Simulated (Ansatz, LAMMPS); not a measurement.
# Amorphous 86ZrO2-14SiO2 (mol %) (84 atoms): geometry optimisation, part 2 of 4

Aim: bring amorphous 86ZrO2-14SiO2 (mol %) (84 atoms) to a nearby minimum of the energy and see what moves.

Ansatz 0.2.0; Kohn-Sham DFT, PBE, PAW (set soft_2), plane waves.

The cell: 24 Zr, 4 Si and 56 O. The quench rate of 50 K/ps is many orders above laboratory rates. The network of bonds at the start is that of the classical potential that made the cell. Only the Γ point is sampled in the main run, in a cell whose shortest periodic width is 10 Å.

So far. Step 3 (Single point at the start): Neighbours are counted within 2.82 Å (O-Zr), 2.12 Å (O-Si).

**4. Cell and atoms relaxed**

Cell and atoms are freed together, to release stress as well as forces.

input.yaml

```yaml
crystal:
  lattice:
    - [10.4028, 0.0, 0.0]
    - [0.0, 10.4028, 0.0]
    - [0.0, 0.0, 10.4028]
  atoms:
    [... the 84 atom lines of step 3 ...]
kpoints:
  mp_grid: { grid: [1, 1, 1] }
hamiltonian:
  xc: pbe
scf:
  occupations: { method: fermi_dirac, width: 0.025 }
output:
  forces: true
relax:
  f_tol: 0.04
  max_steps: 250
  cell: {}
```

Started as:

```
ansatz run input.yaml --threads 4 --pin off --max-ram 8192MiB --backend cpu --events-out ev --progress --plain --runs-dir out
```

Numbers of over 12 decimals in the logs are rounded to 6 here.

The log of the run:

```text
[...]
Crystal: 84 atoms, lattice volume = 1125.773 Å³
Basis set: ecut = 420 eV, 22119 PW (Γ), exchange–correlation on 144×144×144 points (8 copies of the dense FFT grid, shifted against one another)
Bands: 404, of which v1, the nominal top of the filled ones, is band 320 counted from 1 (319 counted from 0)
Symmetry: 1 space group operations
[...]
k-points: 1
[...]
SCF iter   1: F=—  HF=-134857.445327 eV  |F-HF|=—  |Δ(HF+E_count)|=         —  Δρ=4.21e-3  dr2=1.67e-1  ethr=1.77e-3  ⟨swp⟩=6.0  Hψ=1494  notcnv=0  defer=47
[...]
SCF iter  11: F=-134857.430561 eV  HF=-134857.430561 eV  |F-HF|=7.42e-9  |Δ(HF+E_count)|=   2.05e-8  Δρ=9.00e-7  dr2=1.15e-8  ethr=1.56e-11  ⟨swp⟩=3.0  Hψ=952  notcnv=0
SCF 1 converged in 11 iterations: F = -134857.430561 eV  dr2 = 1.15e-8
[...]
relax step   1: F+E_penalty+E_count = -134857.43056088 eV  Δ(F+E_penalty+E_count) = +0.000e0 eV  max|allowed force component| = 2.697e0 eV/Å  Δτ_max = 0.0000 Å  P = -3.539 GPa  Ω = 1125.773 Å³  (11 SCF iters, dr2 threshold 1.00e-7 eV, accepted)
[... from here on, the SCF cycles and remarks between the steps are left out ...]
relax step   2: F+E_penalty+E_count = -134859.48758729 eV  Δ(F+E_penalty+E_count) = -2.057e0 eV  max|allowed force component| = 1.654e0 eV/Å  Δτ_max = 0.1405 Å  P = +2.131 GPa  Ω = 1084.162 Å³  energy of the carried Pulay correction = +1.473e-1 eV  (8 SCF iters, dr2 threshold 8.40e-6 eV, accepted)
relax step   3: F+E_penalty+E_count = -134860.32687852 eV  Δ(F+E_penalty+E_count) = -8.393e-1 eV  max|allowed force component| = 1.289e0 eV/Å  Δτ_max = 0.0736 Å  P = +0.826 GPa  Ω = 1092.589 Å³  energy of the carried Pulay correction = +1.170e-1 eV  (7 SCF iters, dr2 threshold 8.40e-6 eV, accepted)
relax step   4: F+E_penalty+E_count = -134860.87625278 eV  Δ(F+E_penalty+E_count) = -5.494e-1 eV  max|allowed force component| = 2.377e-1 eV/Å  Δτ_max = 0.2000 Å  P = -0.019 GPa  Ω = 1096.690 Å³  energy of the carried Pulay correction = +1.024e-1 eV  (8 SCF iters, dr2 threshold 8.40e-6 eV, accepted)
relax step   5: F+E_penalty+E_count = -134861.00391183 eV  Δ(F+E_penalty+E_count) = -1.277e-1 eV  max|allowed force component| = 4.299e-1 eV/Å  Δτ_max = 0.2000 Å  P = -0.046 GPa  Ω = 1094.052 Å³  energy of the carried Pulay correction = +1.118e-1 eV  (8 SCF iters, dr2 threshold 3.53e-6 eV, accepted)
relax step   6: F+E_penalty+E_count = -134860.98493264 eV  Δ(F+E_penalty+E_count) = +1.898e-2 eV  max|allowed force component| = 5.532e-1 eV/Å  Δτ_max = 0.2000 Å  P = -0.028 GPa  Ω = 1093.720 Å³  energy of the carried Pulay correction = +1.130e-1 eV  (7 SCF iters, dr2 threshold 8.40e-6 eV, rejected (line search))
relax step   7: F+E_penalty+E_count = -134861.05729587 eV  Δ(F+E_penalty+E_count) = -5.338e-2 eV  max|allowed force component| = 6.668e-2 eV/Å  Δτ_max = 0.1000 Å  P = +0.025 GPa  Ω = 1092.583 Å³  energy of the carried Pulay correction = +1.171e-1 eV  (12 SCF iters, accepted)
relax step   8: F+E_penalty+E_count = -134861.06368759 eV  Δ(F+E_penalty+E_count) = -6.392e-3 eV  max|allowed force component| = 6.214e-2 eV/Å  Δτ_max = 0.0426 Å  P = -0.008 GPa  Ω = 1092.396 Å³  energy of the carried Pulay correction = +1.177e-1 eV  (8 SCF iters, dr2 threshold 2.78e-7 eV, accepted)
relax step   9: F+E_penalty+E_count = -134861.06549600 eV  Δ(F+E_penalty+E_count) = -1.808e-3 eV  max|allowed force component| = 9.402e-2 eV/Å  Δτ_max = 0.0139 Å  P = +0.015 GPa  Ω = 1092.012 Å³  energy of the carried Pulay correction = +1.191e-1 eV  (7 SCF iters, dr2 threshold 2.41e-7 eV, accepted)
relax step  10: F+E_penalty+E_count = -134861.06733931 eV  Δ(F+E_penalty+E_count) = -1.843e-3 eV  max|allowed force component| = 2.830e-2 eV/Å  Δτ_max = 0.0199 Å  P = -0.009 GPa  Ω = 1091.980 Å³  energy of the carried Pulay correction = +1.192e-1 eV  (7 SCF iters, dr2 threshold 5.53e-7 eV, accepted)
relax step  11: F+E_penalty+E_count = -134860.98129783 eV  Δ(F+E_penalty+E_count) = +8.604e-2 eV  max|allowed force component| = 2.840e-2 eV/Å  Δτ_max = 0.0000 Å  P = -0.124 GPa  Ω = 1091.980 Å³  stress off target by 3.27e-1 GPa  SCF on the basis re-selected at this cell (its energy is not comparable with the rows above)  (7 SCF iters)
relax step  12: F+E_penalty+E_count = -134860.98404113 eV  Δ(F+E_penalty+E_count) = -2.743e-3 eV  max|allowed force component| = 1.280e-1 eV/Å  Δτ_max = 0.2000 Å  P = -0.034 GPa  Ω = 1088.512 Å³  energy of the carried Pulay correction = +1.438e-2 eV  (9 SCF iters, dr2 threshold 2.67e-7 eV, rejected (line search))
relax step  13: F+E_penalty+E_count = -134860.99522358 eV  Δ(F+E_penalty+E_count) = -1.393e-2 eV  max|allowed force component| = 7.891e-2 eV/Å  Δτ_max = 0.0976 Å  P = +0.146 GPa  Ω = 1088.988 Å³  energy of the carried Pulay correction = +1.208e-2 eV  (12 SCF iters, accepted)
relax step  14: F+E_penalty+E_count = -134860.99250151 eV  Δ(F+E_penalty+E_count) = +2.722e-3 eV  max|allowed force component| = 3.937e-2 eV/Å  Δτ_max = 0.0163 Å  P = -0.048 GPa  Ω = 1090.168 Å³  energy of the carried Pulay correction = +7.465e-3 eV  (6 SCF iters, dr2 threshold 3.89e-7 eV, accepted)
relax step  15: F+E_penalty+E_count = -134860.99404333 eV  Δ(F+E_penalty+E_count) = -1.542e-3 eV  max|allowed force component| = 1.650e-2 eV/Å  Δτ_max = 0.0145 Å  P = +0.002 GPa  Ω = 1089.968 Å³  energy of the carried Pulay correction = +8.156e-3 eV  (8 SCF iters, dr2 threshold 1.40e-8 eV, accepted)
relax step  16: F+E_penalty+E_count = -134860.98826366 eV  Δ(F+E_penalty+E_count) = +5.780e-3 eV  max|allowed force component| = 1.661e-2 eV/Å  Δτ_max = 0.0000 Å  P = -0.006 GPa  Ω = 1089.968 Å³  stress off target by 3.22e-2 GPa  SCF on the basis re-selected at this cell (its energy is not comparable with the rows above)  (5 SCF iters)
[...]
SCF converged after 5 iterations
Free energy (F): -134860.988264 eV
[...]
Internal energy: -134860.988264 eV  (E = F + TS)
E sigma→0 (E₀):  -134860.988264 eV
Fermi energy:    10.045047 eV
[...]
--- Forces (eV/Å), atoms counted from 1 ---
  atom   1  Zr    -0.00247979     0.00062337    -0.00415453
  atom   2  Zr     0.00035713    -0.00164248     0.00478040
  atom   3  Zr    -0.00597892    -0.01238140    -0.00979374
  atom   4  Zr     0.00137927    -0.00814779     0.00558948
  atom   5  Zr     0.00376132    -0.00386833     0.00807900
  atom   6  Zr     0.00163362     0.00084547     0.00185092
  atom   7  Zr    -0.00028566     0.00343861     0.00424153
  atom   8  Zr    -0.00093649     0.00195807    -0.00012364
  atom   9  Zr    -0.00204606    -0.00429364    -0.00336677
  atom  10  Zr    -0.00198073    -0.00514939     0.01018765
  atom  11  Zr    -0.00169656     0.00041553    -0.00030671
  atom  12  Zr     0.00345238    -0.00587001     0.00139828
  atom  13  Zr     0.00460788     0.00333186     0.00393872
  atom  14  Zr     0.00517385     0.00167411    -0.00720846
[...]
atom  83  O     -0.00696040    -0.00439272    -0.00161863
  atom  84  O      0.00200556     0.00389598    -0.00532778
  max |Σ_I F_I| component: 2.58e-5 eV/Å
--- Stress (GPa, compression-positive) ---
       -0.015995      -0.017497       0.007431
       -0.017496      -0.009794       0.003620
        0.007431       0.003620       0.009156
  P = ⅓ Tr σ = -0.0055 GPa (-0.055 kbar)
--- Relaxed structure (14 steps of the walk, 12 accepted, 2 SCFs on fresh bases) ---
  F+E_penalty+E_count = -134860.98826366 eV   max|allowed force component| = 1.661e-2 eV/Å   (the final SCF, on the basis selected at the relaxed cell)
  cell:  # Å, volume = 1089.9682 Å³
    - [10.113525, -0.246681, 0.074156]
    - [-0.246681, 10.282975, 0.142532]
    - [0.074156, 0.142532, 10.489461]
  atoms:
    - { symbol: Zr, position: [0.946448, 0.535478, 0.773708] }
    - { symbol: Zr, position: [0.545874, 0.305320, 0.987966] }
    - { symbol: Zr, position: [0.492473, 0.617372, 0.865742] }
    - { symbol: Zr, position: [0.186827, 0.515118, 0.245411] }
[...]
- { symbol: O, position: [0.285751, 0.296417, 0.716356] }
```

Wall time 2.6 min (4 threads of AMD EPYC 7B13 (Zen 3), shared host); peak memory 1.6 GiB.

Relaxation path:

```tsv
step	energy less that of the first step (eV)	largest force component (eV/Å)	pressure (GPa)	volume (Å³)
1	0.0000	2.6970	-3.54	1125.77
2	-2.0570	1.6536	2.13	1084.16
3	-2.8963	1.2886	0.83	1092.59
4	-3.4457	0.2377	-0.02	1096.69
5	-3.5734	0.4299	-0.05	1094.05
6	-3.5544	0.5532	-0.03	1093.72
7	-3.6267	0.0667	0.02	1092.58
8	-3.6331	0.0621	-0.01	1092.40
9	-3.6349	0.0940	0.01	1092.01
10	-3.6368	0.0283	-0.01	1091.98
11*	-3.5507	0.0284	-0.12	1091.98
12	-3.5535	0.1280	-0.03	1088.51
13	-3.5647	0.0789	0.15	1088.99
14	-3.5619	0.0394	-0.05	1090.17
15	-3.5635	0.0165	0.00	1089.97
16*	-3.5577	0.0166	-0.01	1089.97
```

Relaxation steps marked * repeat the geometry before them on a plane-wave basis chosen anew for their cell, so energy and pressure can jump there. Relaxation steps 6, 12 were tried and not accepted.

```tsv
cell as run	before	after	change
a (Å)	10.403	10.117	-2.7 %
b (Å)	10.403	10.287	-1.1 %
c (Å)	10.403	10.491	+0.8 %
α (°)	90.00	88.44	-1.7 %
β (°)	90.00	89.19	-0.9 %
γ (°)	90.00	92.77	+3.1 %
volume (Å³/atom)	13.40	12.98	-3.2 %
```

The atoms that moved most (Å, as changes of fractional coordinates times the final cell):

```tsv
atom	dx	dy	dz	length
O48	-0.148	0.397	0.136	0.445
O84	-0.209	-0.318	-0.007	0.380
Zr16	-0.195	0.198	0.239	0.367
O59	0.021	-0.151	-0.276	0.315
O75	-0.140	0.064	0.268	0.309
O74	-0.208	0.215	-0.027	0.300
Zr15	0.154	0.000	-0.235	0.281
O62	-0.177	-0.192	0.007	0.261
```

The relaxation changed the energy by -42.4 meV/atom, and atoms moved by 0.16 Å r.m.s., 0.45 Å at most.

**5. Distances and neighbours after relaxation**

Bonds before and after, by the cutoffs listed below:

```tsv
pair	bonds before	bonds after	mean before (Å)	mean after (Å)	spread before (Å)	spread after (Å)
O-Zr	147	151	2.162	2.155	0.095	0.115
O-Si	16	16	1.622	1.639	0.053	0.021
```

Density 4.87 g/cm³, 12.98 Å³ an atom.

Pair distribution functions g(r), in bins of 0.2 Å:

```tsv
r (Å)	total	O-O	O-Zr	O-Si	Zr-Zr	Zr-Si	Si-Si
1.60	0.73	0.00	0.00	11.55	0.00	0.00	0.00
1.80	0.03	0.00	0.09	0.00	0.00	0.00	0.00
2.00	1.47	0.00	3.85	0.00	0.00	0.00	0.00
2.20	2.13	0.00	5.60	0.00	0.00	0.00	0.00
2.40	0.49	0.28	0.97	0.00	0.00	0.00	0.00
2.60	1.13	2.50	0.05	0.00	0.00	0.00	0.00
2.80	1.09	2.34	0.08	0.24	0.00	0.00	0.00
3.00	0.96	1.81	0.24	0.21	0.00	1.50	0.00
3.20	0.92	1.44	0.25	0.94	1.30	0.87	0.00
3.40	0.86	0.58	0.30	0.84	3.76	4.63	0.00
3.60	0.93	0.72	0.77	1.96	1.17	3.17	4.37
3.80	0.82	0.50	0.89	1.49	1.99	0.00	0.00
4.00	1.11	1.02	0.93	1.47	2.36	0.84	0.00
4.20	1.17	1.11	1.40	1.21	0.68	0.52	0.00
4.40	0.96	0.62	1.58	0.60	0.48	0.24	0.00
4.60	1.07	0.78	1.45	1.56	0.51	1.04	2.65
4.80	1.02	0.80	1.54	0.51	0.33	0.77	0.00
5.00	0.93	1.06	0.91	0.53	0.60	0.92	0.00
```

Bonds by pair of elements; cutoffs follow the first minimum of g(r), held within bounds set by covalent radii, and pairs that aren't listed don't count as bonded:

```tsv
pair A-B	cutoff (Å)	bonds	mean length (Å)	spread (Å)	shortest (Å)	B about A	A about B
O-Zr	2.82	151	2.15	0.115	1.87	2.70	6.29
O-Si	2.08	16	1.64	0.021	1.60	0.286	4
```

How many atoms have how many bonded neighbours:

```tsv
element	mean	2	3	4	5	6	7
O	2.98	6	45	5	0	0	0
Si	4	0	0	4	0	0	0
Zr	6.29	0	0	0	2	13	9
```

Bond angles, per cent of each kind in bins of 5°:

```tsv
angle (°)	O-Zr-O	Zr-O-Zr	Si-O-Zr	O-Si-O
60–65	0.2	0.0	0.0	0.0
65–70	5.5	0.0	0.0	0.0
70–75	11.4	0.0	0.0	0.0
75–80	13.4	0.0	0.0	0.0
80–85	8.7	0.0	0.0	0.0
85–90	7.4	0.7	0.0	0.0
90–95	7.4	9.1	7.1	0.0
95–100	5.7	14.7	3.6	4.2
100–105	3.7	18.9	3.6	20.8
105–110	3.0	11.2	7.1	33.3
110–115	2.5	4.9	3.6	25.0
115–120	2.7	7.0	0.0	8.3
120–125	3.7	4.9	28.6	8.3
125–130	0.5	2.1	7.1	0.0
130–135	3.0	3.5	3.6	0.0
135–140	4.0	7.0	10.7	0.0
140–145	4.0	9.8	10.7	0.0
145–150	3.5	0.7	7.1	0.0
150–155	3.7	2.8	3.6	0.0
155–160	2.5	1.4	0.0	0.0
160–165	1.7	0.7	3.6	0.0
165–170	1.2	0.0	0.0	0.0
170–175	0.7	0.0	0.0	0.0
175–180	0.0	0.7	0.0	0.0
```

Bond angles (no mean is given where the spread exceeds 20°):

```tsv
angle	count	mean (°)	spread (°)
O-Zr-O	404	-	-
Zr-O-Zr	143	115	19.3
Si-O-Zr	28	126	17.7
O-Si-O	24	109	5.9
```

Bond length by coordination (bonds to H left out):

```tsv
element	coordination	atoms	mean bond length (Å)
O	2	6	1.88
O	3	45	2.10
O	4	5	2.25
Zr	5	2	2.10
Zr	6	13	2.13
Zr	7	9	2.19
```

Counting bonds as in the table, 80 % of O atoms have 3, all Si atoms have 4 and 54 % of Zr atoms have 6 bonded neighbours.

(Part 2 of 4 ends here.)

[Logs are printed without paths, hosts, clocks, repeated set-up lines and the standing remarks that a program may print on its own settings, such as how far it seeks lower states.]

[Hosts, paths, dates, database ids (printed as entryN), source tags and the programs' standing remarks are cut or masked in the printed files.]
